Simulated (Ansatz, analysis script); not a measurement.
**Stoner picture of LaSi2Ru3**

Is LaSi2Ru3 magnetic, nearly magnetic or plainly paramagnetic? E(M) and M(B) tell.

Program: Ansatz 0.2.0. Level of theory: PBEsol, PAW set soft_1 (files made for PBE). Results are calculated unless marked as measured.

Report form: the programs' logs are mostly left out.

## Step 1: Set-up

Symmetry: P6_3/m, No. 176, hexagonal system. The conventional cell has a = 5.676 Å, b = 5.676 Å, c = 7.120 Å, α = 90.00°, β = 90.00°, γ = 120.00°. La has 6 Si at 3.28 Å and 12 Ru at 3.28 to 3.42 Å and 2 La at 3.56 Å nearest. Nearest to Si lie 6 Ru at 2.39 to 2.45 Å and 3 La at 3.28 Å and 3 Si at 3.28 Å. Ru has 4 Si at 2.39 to 2.45 Å and 4 Ru at 2.76 to 2.93 Å and 4 La at 3.28 to 3.42 Å nearest. Farther neighbours are not listed.

The cell of this run holds 12 atoms, 6 of them with a starting moment; values «a cell» refer to the cell of the run in question.

## Step 2: The collinear state

First a free collinear run, to see which state the typed moments lead to.

Contents of input.yaml:

```yaml
crystal:
  lattice:
    - [5.676, 0.0, 0.0]
    - [-2.838, 4.9155601919, 0.0]
    - [0.0, 0.0, 7.12]
  atoms:
    - { symbol: La, position: [0.0, 0.0, 0.0] }
    - { symbol: La, position: [0.0, 0.0, 0.5] }
    - { symbol: Si, position: [0.3333333333, 0.6666666667, 0.0] }
    - { symbol: Si, position: [0.6666666667, 0.3333333333, 0.5] }
    - { symbol: Si, position: [0.6666666667, 0.3333333333, 0.0] }
    - { symbol: Si, position: [0.3333333333, 0.6666666667, 0.5] }
    - { symbol: Ru, position: [0.48, 0.99, 0.25], spin: 1.5 }
    - { symbol: Ru, position: [0.49, 0.48, 0.75], spin: 1.5 }
    - { symbol: Ru, position: [0.01, 0.49, 0.25], spin: 1.5 }
    - { symbol: Ru, position: [0.52, 0.01, 0.75], spin: 1.5 }
    - { symbol: Ru, position: [0.51, 0.52, 0.25], spin: 1.5 }
    - { symbol: Ru, position: [0.99, 0.51, 0.75], spin: 1.5 }
magnetization:
  spin_polarized: true
kpoints:
  mp_grid: { grid: [8, 8, 6] }
hamiltonian:
  xc: pbesol
  pseudopotentials: { kind: paw, azcp: { folder: soft_1 }, xc_functional: pbe }
scf:
  occupations: { method: fermi_dirac, width: 0.05 }
  max_iter: 120
  convergence: { dr2_threshold: 1.0e-08 }
  lower_state_search: "off"
output:
  write_density: true
  write_potential: true
  elf: true
  volumetric_format: npy
```

On the command line:

```sh
> ansatz run input.yaml --threads 2 --pin off --max-ram 5120MiB --backend cpu --events-out ev --progress --plain --runs-dir out
```

It took 1.9 min on 2 threads of Arm Neoverse V1, shared host; peak memory 1.2 GiB; 3.6 min of CPU time.

The spin moment in the atom's sphere vanishes on all atoms.

Tables count atoms from 1; parts of the log count from 0.

The run ends non-magnetic, with a net moment of 0 μB a cell. The run left the order that was typed.

Valence density in the ac plane at fractional y = 0.000, with atoms of La and Ru within 0.2 Å of it. It is the smooth field of the valence electrons, not physical close to the nuclei.

Ten steps, logarithmic in the rise over the least value, from '_' (0 e/Å³) to '@' (11 e/Å³), each cell a mean:
```
**++++--..__..........__..==++++
++++==::....::::--::::....--==++
==--::....::--++**++--::....--==
....____..::**%%%%%%**--..__....
________..--##@@@@@@##--..______
________..--**%%@@@@**--..______
--::..__..::==**####==::....::--
++==--......::--==--::....::==++
++++==::......::::::......--++++
**++++--..__..........__..==++**
**++++--..............__..==++++
++++==::....::----::......--==++
==--::....::==****==::......--==
....__..::==##%%%%##==::..__....
______..::++%%@@@@%%++::..______
______..::==%%@@@@%%++::..______
--::......--**####**--......::::
++==--....::--====--::....::==++
++++==::......::::....__..--++++
**++++--..__..........__..==++**
```
Columns run along a (5.7 Å), rows up along c (7.1 Å). Atoms in or near the plane, at fractional coordinates: La at (0.00, 0.00), La at (0.00, 0.50), Ru at (0.48, 0.25), Ru at (0.52, 0.75).

ELF in the ac plane at fractional y = 0.000, with atoms of La and Ru within 0.2 Å of it. It is the smooth field of the valence electrons, not physical close to the nuclei.

Values, 20 rows by 16 columns, each cell a mean:
```
0.22 0.61 0.79 0.46 0.11 0.19 0.29 0.31 0.31 0.31 0.27 0.16 0.22 0.68 0.78 0.41
0.73 0.79 0.69 0.28 0.13 0.23 0.25 0.23 0.23 0.24 0.27 0.22 0.18 0.50 0.79 0.77
0.71 0.62 0.36 0.16 0.21 0.27 0.31 0.39 0.41 0.39 0.33 0.27 0.21 0.25 0.50 0.68
0.24 0.18 0.13 0.19 0.28 0.31 0.48 0.58 0.57 0.58 0.49 0.31 0.27 0.19 0.15 0.21
0.03 0.05 0.13 0.27 0.32 0.33 0.54 0.58 0.50 0.58 0.56 0.34 0.31 0.25 0.11 0.04
0.08 0.08 0.12 0.23 0.30 0.32 0.52 0.60 0.56 0.60 0.53 0.33 0.30 0.21 0.11 0.08
0.53 0.42 0.22 0.16 0.24 0.29 0.39 0.49 0.51 0.50 0.40 0.29 0.23 0.19 0.31 0.49
0.79 0.77 0.56 0.21 0.16 0.25 0.26 0.27 0.28 0.28 0.28 0.25 0.18 0.38 0.70 0.79
0.48 0.72 0.77 0.39 0.11 0.21 0.27 0.26 0.26 0.27 0.27 0.18 0.20 0.62 0.80 0.60
0.05 0.49 0.80 0.51 0.11 0.18 0.31 0.35 0.35 0.34 0.27 0.13 0.24 0.71 0.74 0.23
0.22 0.61 0.80 0.47 0.13 0.22 0.30 0.31 0.31 0.31 0.26 0.13 0.20 0.67 0.77 0.40
0.73 0.80 0.70 0.31 0.17 0.26 0.26 0.24 0.23 0.24 0.26 0.18 0.15 0.47 0.78 0.77
0.71 0.62 0.38 0.19 0.24 0.29 0.36 0.40 0.40 0.36 0.29 0.25 0.17 0.22 0.49 0.68
0.24 0.18 0.15 0.23 0.29 0.38 0.55 0.58 0.58 0.56 0.38 0.29 0.25 0.15 0.14 0.21
0.03 0.06 0.16 0.30 0.30 0.43 0.60 0.54 0.53 0.60 0.45 0.30 0.31 0.21 0.09 0.04
0.08 0.09 0.15 0.27 0.30 0.41 0.59 0.58 0.57 0.59 0.42 0.30 0.29 0.17 0.09 0.08
0.53 0.42 0.24 0.19 0.27 0.33 0.46 0.51 0.51 0.46 0.32 0.28 0.20 0.16 0.30 0.49
0.79 0.78 0.58 0.24 0.20 0.27 0.28 0.28 0.27 0.26 0.26 0.22 0.14 0.35 0.69 0.79
0.48 0.72 0.78 0.41 0.14 0.24 0.28 0.26 0.26 0.27 0.26 0.15 0.17 0.60 0.80 0.60
0.05 0.49 0.80 0.51 0.12 0.19 0.31 0.35 0.35 0.34 0.26 0.12 0.23 0.70 0.74 0.23
```
Columns run along a (5.7 Å), rows up along c (7.1 Å). Atoms in or near the plane, at fractional coordinates: La at (0.00, 0.00), La at (0.00, 0.50), Ru at (0.48, 0.25), Ru at (0.52, 0.75).

## Step 3: The non-magnetic reference

The state without spin is the zero of E(M).

Contents of input.yaml:

```yaml
crystal:
  lattice:
    - [5.676, 0.0, 0.0]
    - [-2.838, 4.9155601919, 0.0]
    - [0.0, 0.0, 7.12]
  atoms:
    - { symbol: La, position: [0.0, 0.0, 0.0] }
    - { symbol: La, position: [0.0, 0.0, 0.5] }
    - { symbol: Si, position: [0.3333333333, 0.6666666667, 0.0] }
    - { symbol: Si, position: [0.6666666667, 0.3333333333, 0.5] }
    - { symbol: Si, position: [0.6666666667, 0.3333333333, 0.0] }
    - { symbol: Si, position: [0.3333333333, 0.6666666667, 0.5] }
    - { symbol: Ru, position: [0.48, 0.99, 0.25] }
    - { symbol: Ru, position: [0.49, 0.48, 0.75] }
    - { symbol: Ru, position: [0.01, 0.49, 0.25] }
    - { symbol: Ru, position: [0.52, 0.01, 0.75] }
    - { symbol: Ru, position: [0.51, 0.52, 0.25] }
    - { symbol: Ru, position: [0.99, 0.51, 0.75] }
kpoints:
  mp_grid: { grid: [8, 8, 6] }
hamiltonian:
  xc: pbesol
  pseudopotentials: { kind: paw, azcp: { folder: soft_1 }, xc_functional: pbe }
scf:
  occupations: { method: fermi_dirac, width: 0.05 }
  max_iter: 120
  convergence: { dr2_threshold: 1.0e-08 }
basis:
  ecutwfc: 420.0
```

It took 45 s on 2 threads; peak memory 0.84 GiB.

## Step 4: Without spin, levels printed

Edit input.yaml of step 3 so:

```diff
@@ -29 +29,3 @@
   ecutwfc: 420.0
+output:
+  eigenvalues: true
```

Run time: 44 s. Hardware: 2 threads; peak memory 0.85 GiB; 88 s of CPU time.

## Step 5: Total moment fixed at 1 μB

Two Fermi levels, one a spin, hold the total moment exactly, which reaches states that a free run would leave.

Contents of input.yaml:

```yaml
crystal:
  lattice:
    - [5.676, 0.0, 0.0]
    - [-2.838, 4.9155601919, 0.0]
    - [0.0, 0.0, 7.12]
  atoms:
    - { symbol: La, position: [0.0, 0.0, 0.0] }
    - { symbol: La, position: [0.0, 0.0, 0.5] }
    - { symbol: Si, position: [0.3333333333, 0.6666666667, 0.0] }
    - { symbol: Si, position: [0.6666666667, 0.3333333333, 0.5] }
    - { symbol: Si, position: [0.6666666667, 0.3333333333, 0.0] }
    - { symbol: Si, position: [0.3333333333, 0.6666666667, 0.5] }
    - { symbol: Ru, position: [0.48, 0.99, 0.25], spin: 0.1665 }
    - { symbol: Ru, position: [0.49, 0.48, 0.75], spin: 0.1667 }
    - { symbol: Ru, position: [0.01, 0.49, 0.25], spin: 0.1667 }
    - { symbol: Ru, position: [0.52, 0.01, 0.75], spin: 0.1667 }
    - { symbol: Ru, position: [0.51, 0.52, 0.25], spin: 0.1667 }
    - { symbol: Ru, position: [0.99, 0.51, 0.75], spin: 0.1667 }
magnetization:
  spin_polarized: true
  initial_magnetization: 1.0
  spin_locking: { lock_magnetization: hard }
kpoints:
  mp_grid: { grid: [8, 8, 6] }
hamiltonian:
  xc: pbesol
  pseudopotentials: { kind: paw, azcp: { folder: soft_1 }, xc_functional: pbe }
scf:
  occupations: { method: fermi_dirac, width: 0.05 }
  max_iter: 120
  convergence: { dr2_threshold: 1.0e-08 }
  lower_state_search: "off"
basis:
  ecutwfc: 420.0
```

Elapsed: 6.7 min, on 2 threads; peak memory 2.6 GiB; 13 min of CPU time.

The energy is 26.6 meV from the state without spin, and the largest site carries 0.126 μB.

## Step 6: Total moment fixed at 2 μB

input.yaml, the sections that differ from step 5:

```yaml
crystal:
  lattice:
    - [5.676, 0.0, 0.0]
    - [-2.838, 4.9155601919, 0.0]
    - [0.0, 0.0, 7.12]
  atoms:
    - { symbol: La, position: [0.0, 0.0, 0.0] }
    - { symbol: La, position: [0.0, 0.0, 0.5] }
    - { symbol: Si, position: [0.3333333333, 0.6666666667, 0.0] }
    - { symbol: Si, position: [0.6666666667, 0.3333333333, 0.5] }
    - { symbol: Si, position: [0.6666666667, 0.3333333333, 0.0] }
    - { symbol: Si, position: [0.3333333333, 0.6666666667, 0.5] }
    - { symbol: Ru, position: [0.48, 0.99, 0.25], spin: 0.3335 }
    - { symbol: Ru, position: [0.49, 0.48, 0.75], spin: 0.3333 }
    - { symbol: Ru, position: [0.01, 0.49, 0.25], spin: 0.3333 }
    - { symbol: Ru, position: [0.52, 0.01, 0.75], spin: 0.3333 }
    - { symbol: Ru, position: [0.51, 0.52, 0.25], spin: 0.3333 }
    - { symbol: Ru, position: [0.99, 0.51, 0.75], spin: 0.3333 }
magnetization:
  spin_polarized: true
  initial_magnetization: 2.0
  spin_locking: { lock_magnetization: hard }
# kpoints, hamiltonian, scf, basis: as in step 5
```

It took 5.9 min on 2 threads; peak memory 2.6 GiB; 12 min of CPU time.

The energy is 110 meV from the state without spin, and the largest site carries 0.245 μB.

## Step 7: Total moment fixed at 4 μB

input.yaml, the sections that differ from step 6:

```yaml
crystal:
  lattice:
    - [5.676, 0.0, 0.0]
    - [-2.838, 4.9155601919, 0.0]
    - [0.0, 0.0, 7.12]
  atoms:
    - { symbol: La, position: [0.0, 0.0, 0.0] }
    - { symbol: La, position: [0.0, 0.0, 0.5] }
    - { symbol: Si, position: [0.3333333333, 0.6666666667, 0.0] }
    - { symbol: Si, position: [0.6666666667, 0.3333333333, 0.5] }
    - { symbol: Si, position: [0.6666666667, 0.3333333333, 0.0] }
    - { symbol: Si, position: [0.3333333333, 0.6666666667, 0.5] }
    - { symbol: Ru, position: [0.48, 0.99, 0.25], spin: 0.6665 }
    - { symbol: Ru, position: [0.49, 0.48, 0.75], spin: 0.6667 }
    - { symbol: Ru, position: [0.01, 0.49, 0.25], spin: 0.6667 }
    - { symbol: Ru, position: [0.52, 0.01, 0.75], spin: 0.6667 }
    - { symbol: Ru, position: [0.51, 0.52, 0.25], spin: 0.6667 }
    - { symbol: Ru, position: [0.99, 0.51, 0.75], spin: 0.6667 }
magnetization:
  spin_polarized: true
  initial_magnetization: 4.0
  spin_locking: { lock_magnetization: hard }
# kpoints, hamiltonian, scf, basis: as in step 6
```

Elapsed: 6.9 min, on 2 threads; peak memory 2.6 GiB.

The run was cut off at the time left to it in the session, and no result is taken from it.

## Step 8: Total moment fixed at 5 μB

input.yaml, the sections that differ from step 7:

```yaml
crystal:
  lattice:
    - [5.676, 0.0, 0.0]
    - [-2.838, 4.9155601919, 0.0]
    - [0.0, 0.0, 7.12]
  atoms:
    - { symbol: La, position: [0.0, 0.0, 0.0] }
    - { symbol: La, position: [0.0, 0.0, 0.5] }
    - { symbol: Si, position: [0.3333333333, 0.6666666667, 0.0] }
    - { symbol: Si, position: [0.6666666667, 0.3333333333, 0.5] }
    - { symbol: Si, position: [0.6666666667, 0.3333333333, 0.0] }
    - { symbol: Si, position: [0.3333333333, 0.6666666667, 0.5] }
    - { symbol: Ru, position: [0.48, 0.99, 0.25], spin: 0.8335 }
    - { symbol: Ru, position: [0.49, 0.48, 0.75], spin: 0.8333 }
    - { symbol: Ru, position: [0.01, 0.49, 0.25], spin: 0.8333 }
    - { symbol: Ru, position: [0.52, 0.01, 0.75], spin: 0.8333 }
    - { symbol: Ru, position: [0.51, 0.52, 0.25], spin: 0.8333 }
    - { symbol: Ru, position: [0.99, 0.51, 0.75], spin: 0.8333 }
magnetization:
  spin_polarized: true
  initial_magnetization: 5.0
  spin_locking: { lock_magnetization: hard }
# kpoints, hamiltonian, scf, basis: as in step 7
```

The job ended after 6.7 min (2 threads; peak memory 2.6 GiB).

The energy is 916 meV from the state without spin, and the largest site carries 0.566 μB.

## Step 9: Total moment fixed at 7 μB

input.yaml, the sections that differ from step 8:

```yaml
crystal:
  lattice:
    - [5.676, 0.0, 0.0]
    - [-2.838, 4.9155601919, 0.0]
    - [0.0, 0.0, 7.12]
  atoms:
    - { symbol: La, position: [0.0, 0.0, 0.0] }
    - { symbol: La, position: [0.0, 0.0, 0.5] }
    - { symbol: Si, position: [0.3333333333, 0.6666666667, 0.0] }
    - { symbol: Si, position: [0.6666666667, 0.3333333333, 0.5] }
    - { symbol: Si, position: [0.6666666667, 0.3333333333, 0.0] }
    - { symbol: Si, position: [0.3333333333, 0.6666666667, 0.5] }
    - { symbol: Ru, position: [0.48, 0.99, 0.25], spin: 1.1665 }
    - { symbol: Ru, position: [0.49, 0.48, 0.75], spin: 1.1667 }
    - { symbol: Ru, position: [0.01, 0.49, 0.25], spin: 1.1667 }
    - { symbol: Ru, position: [0.52, 0.01, 0.75], spin: 1.1667 }
    - { symbol: Ru, position: [0.51, 0.52, 0.25], spin: 1.1667 }
    - { symbol: Ru, position: [0.99, 0.51, 0.75], spin: 1.1667 }
magnetization:
  spin_polarized: true
  initial_magnetization: 7.0
  spin_locking: { lock_magnetization: hard }
# kpoints, hamiltonian, scf, basis: as in step 8
```

Wall time 6.9 min (2 threads); peak memory 2.6 GiB.

The run was cut off at the time left to it in the session, and no result is taken from it.

## Step 10: Total moment fixed at 9 μB

input.yaml, the sections that differ from step 9:

```yaml
crystal:
  lattice:
    - [5.676, 0.0, 0.0]
    - [-2.838, 4.9155601919, 0.0]
    - [0.0, 0.0, 7.12]
  atoms:
    - { symbol: La, position: [0.0, 0.0, 0.0] }
    - { symbol: La, position: [0.0, 0.0, 0.5] }
    - { symbol: Si, position: [0.3333333333, 0.6666666667, 0.0] }
    - { symbol: Si, position: [0.6666666667, 0.3333333333, 0.5] }
    - { symbol: Si, position: [0.6666666667, 0.3333333333, 0.0] }
    - { symbol: Si, position: [0.3333333333, 0.6666666667, 0.5] }
    - { symbol: Ru, position: [0.48, 0.99, 0.25], spin: 1.5 }
    - { symbol: Ru, position: [0.49, 0.48, 0.75], spin: 1.5 }
    - { symbol: Ru, position: [0.01, 0.49, 0.25], spin: 1.5 }
    - { symbol: Ru, position: [0.52, 0.01, 0.75], spin: 1.5 }
    - { symbol: Ru, position: [0.51, 0.52, 0.25], spin: 1.5 }
    - { symbol: Ru, position: [0.99, 0.51, 0.75], spin: 1.5 }
magnetization:
  spin_polarized: true
  initial_magnetization: 9.0
  spin_locking: { lock_magnetization: hard }
# kpoints, hamiltonian, scf, basis: as in step 9
```

It took 88 s on 2 threads; peak memory 1.2 GiB.

The energy is 3767 meV from the state without spin, and the largest site carries 0.925 μB.

3 more runs differ from these in the same keys alone and are tabled below.

## Step 11: No field, tight threshold

A field gives a second route to the same curve. A thousand tesla shift each spin by 58 meV, and the threshold is tightened so that small induced moments are resolved.

Contents of input.yaml:

```yaml
crystal:
  lattice:
    - [5.676, 0.0, 0.0]
    - [-2.838, 4.9155601919, 0.0]
    - [0.0, 0.0, 7.12]
  atoms:
    - { symbol: La, position: [0.0, 0.0, 0.0] }
    - { symbol: La, position: [0.0, 0.0, 0.5] }
    - { symbol: Si, position: [0.3333333333, 0.6666666667, 0.0] }
    - { symbol: Si, position: [0.6666666667, 0.3333333333, 0.5] }
    - { symbol: Si, position: [0.6666666667, 0.3333333333, 0.0] }
    - { symbol: Si, position: [0.3333333333, 0.6666666667, 0.5] }
    - { symbol: Ru, position: [0.48, 0.99, 0.25], spin: 0.3 }
    - { symbol: Ru, position: [0.49, 0.48, 0.75], spin: 0.3 }
    - { symbol: Ru, position: [0.01, 0.49, 0.25], spin: 0.3 }
    - { symbol: Ru, position: [0.52, 0.01, 0.75], spin: 0.3 }
    - { symbol: Ru, position: [0.51, 0.52, 0.25], spin: 0.3 }
    - { symbol: Ru, position: [0.99, 0.51, 0.75], spin: 0.3 }
magnetization:
  spin_polarized: true
kpoints:
  mp_grid: { grid: [8, 8, 6] }
hamiltonian:
  xc: pbesol
  pseudopotentials: { kind: paw, azcp: { folder: soft_1 }, xc_functional: pbe }
scf:
  occupations: { method: fermi_dirac, width: 0.05 }
  max_iter: 120
  convergence: { dr2_threshold: 1.0e-10 }
  lower_state_search: "off"
basis:
  ecutwfc: 420.0
```

The job ended after 1.8 min (2 threads; peak memory 1.2 GiB; 3.5 min of CPU time).

The net moment is 0 μB a cell.

## Step 12: Field of 1500 T

Edit input.yaml of step 11 so:

```diff
@@ -20,2 +20,3 @@
   spin_polarized: true
+  magnetic_field: 1500.0
 kpoints:
```

The job ended after 1.8 min (2 threads; peak memory 1.2 GiB).

The net moment is 1.56 μB a cell.

2 more runs differ from these in the same keys alone and are tabled below.

## Step 13: Analysis

The energy less the state without spin by total moment:

```tsv
total moment (μB/cell)	energy less the state without spin (meV/cell)
0.00	0
1.00	26.6
2.00	110
3.00	266
5.00	916
6.00	1446
8.00	2877
9.00	3767
```

The field that holds a moment is half the difference of the two Fermi levels over μB.

The field that holds the moment by total moment:

```tsv
total moment (μB/cell)	field that holds the moment (T)
1.00	935
2.00	2003
3.00	3436
5.00	8089
6.00	10166
8.00	14495
9.00	16148
```

Site moments:

```tsv
total (μB)	La no. 1 (μB)	La no. 2 (μB)	Si no. 3 (μB)	Si no. 4 (μB)	Si no. 5 (μB)	Si no. 6 (μB)	Ru no. 7 (μB)	Ru no. 8 (μB)	Ru no. 9 (μB)	Ru no. 10 (μB)	Ru no. 11 (μB)	Ru no. 12 (μB)
1	0.007	0.007	0.004	0.004	0.004	0.004	0.1265	0.1265	0.1265	0.1265	0.1265	0.1265
2	0.0193	0.0193	0.0107	0.0107	0.0107	0.0107	0.2452	0.2452	0.2452	0.2452	0.2452	0.2452
3	0.037	0.037	0.0195	0.0195	0.0195	0.0195	0.3558	0.3558	0.3558	0.3558	0.3558	0.3558
5	0.0796	0.0796	0.0398	0.0398	0.0398	0.0398	0.5662	0.5662	0.5662	0.5662	0.5662	0.5662
6	0.1034	0.1034	0.0552	0.0552	0.0552	0.0552	0.6671	0.6671	0.6671	0.6671	0.6671	0.6671
8	0.228	0.228	0.0769	0.0769	0.0769	0.0769	0.8311	0.8311	0.8311	0.8311	0.8311	0.8311
9	0.2787	0.2787	0.0853	0.0853	0.0853	0.0853	0.925	0.925	0.925	0.925	0.925	0.925
```

Table of total moment by field:

```tsv
field (T)	total moment (μB/cell)
0	-2.3e-6
300	0.332
600	0.654
1500	1.56
```

A Landau fit E = a2 M² + a4 M⁴ + a6 M⁶ (meV, μB):

This step gave:

```yaml
landau_coefficients_a2_a4_a6: 27.34, 0.4339, -0.002444 meV/μB², meV/μB^4, meV/μB^6
r_m_s_miss_of_the_landau_fit: 8.035 meV
```

## Step 14: Summary of results

* state of the free run: non-magnetic
* net moment of the free run: 0 μB
* energy of the free run from the state without spin: 0 meV a cell
* lowest of the fixed moments tried: M = 0 μB, 0 meV
* dM/dB between 0 and 300 T: 1.11 μB a cell per 1000 T

**Reading.** From parallel starts in this cell no moment survives, so no ferromagnetic state is found at this level (opposed orders were not tried), and it is far: a cell moment of 3 μB costs 266 meV. E(M) is lowest at M = 0 and costs 3767 meV at 9 μB. The two routes can be compared: 1500 T induce 1.56 μB, and the fixed-moment runs need about 1489 T for that moment, by interpolation. The field acts on spins alone. The 13 fixed-moment and field runs took 51 min of wall time, added up. Energies are free energies at a smearing of 0.05 eV, and with partly filled levels differences shift, at times strongly, as the smearing goes to zero. In doubt: the program's search for lower states was switched off, so a lower magnetic state than those reached may exist.

[Logs and program files are shortened in this print: banners, set-up blocks, solver, clock and traceback lines can be left out without a mark of their own.]

[Logs are printed without paths, hosts, clocks, repeated set-up lines and the standing remarks that a program may print on its own settings, such as how far it seeks lower states.]

[Hosts, paths, dates, database ids (printed as entryN), source tags and the programs' standing remarks are cut or masked in the printed files.]
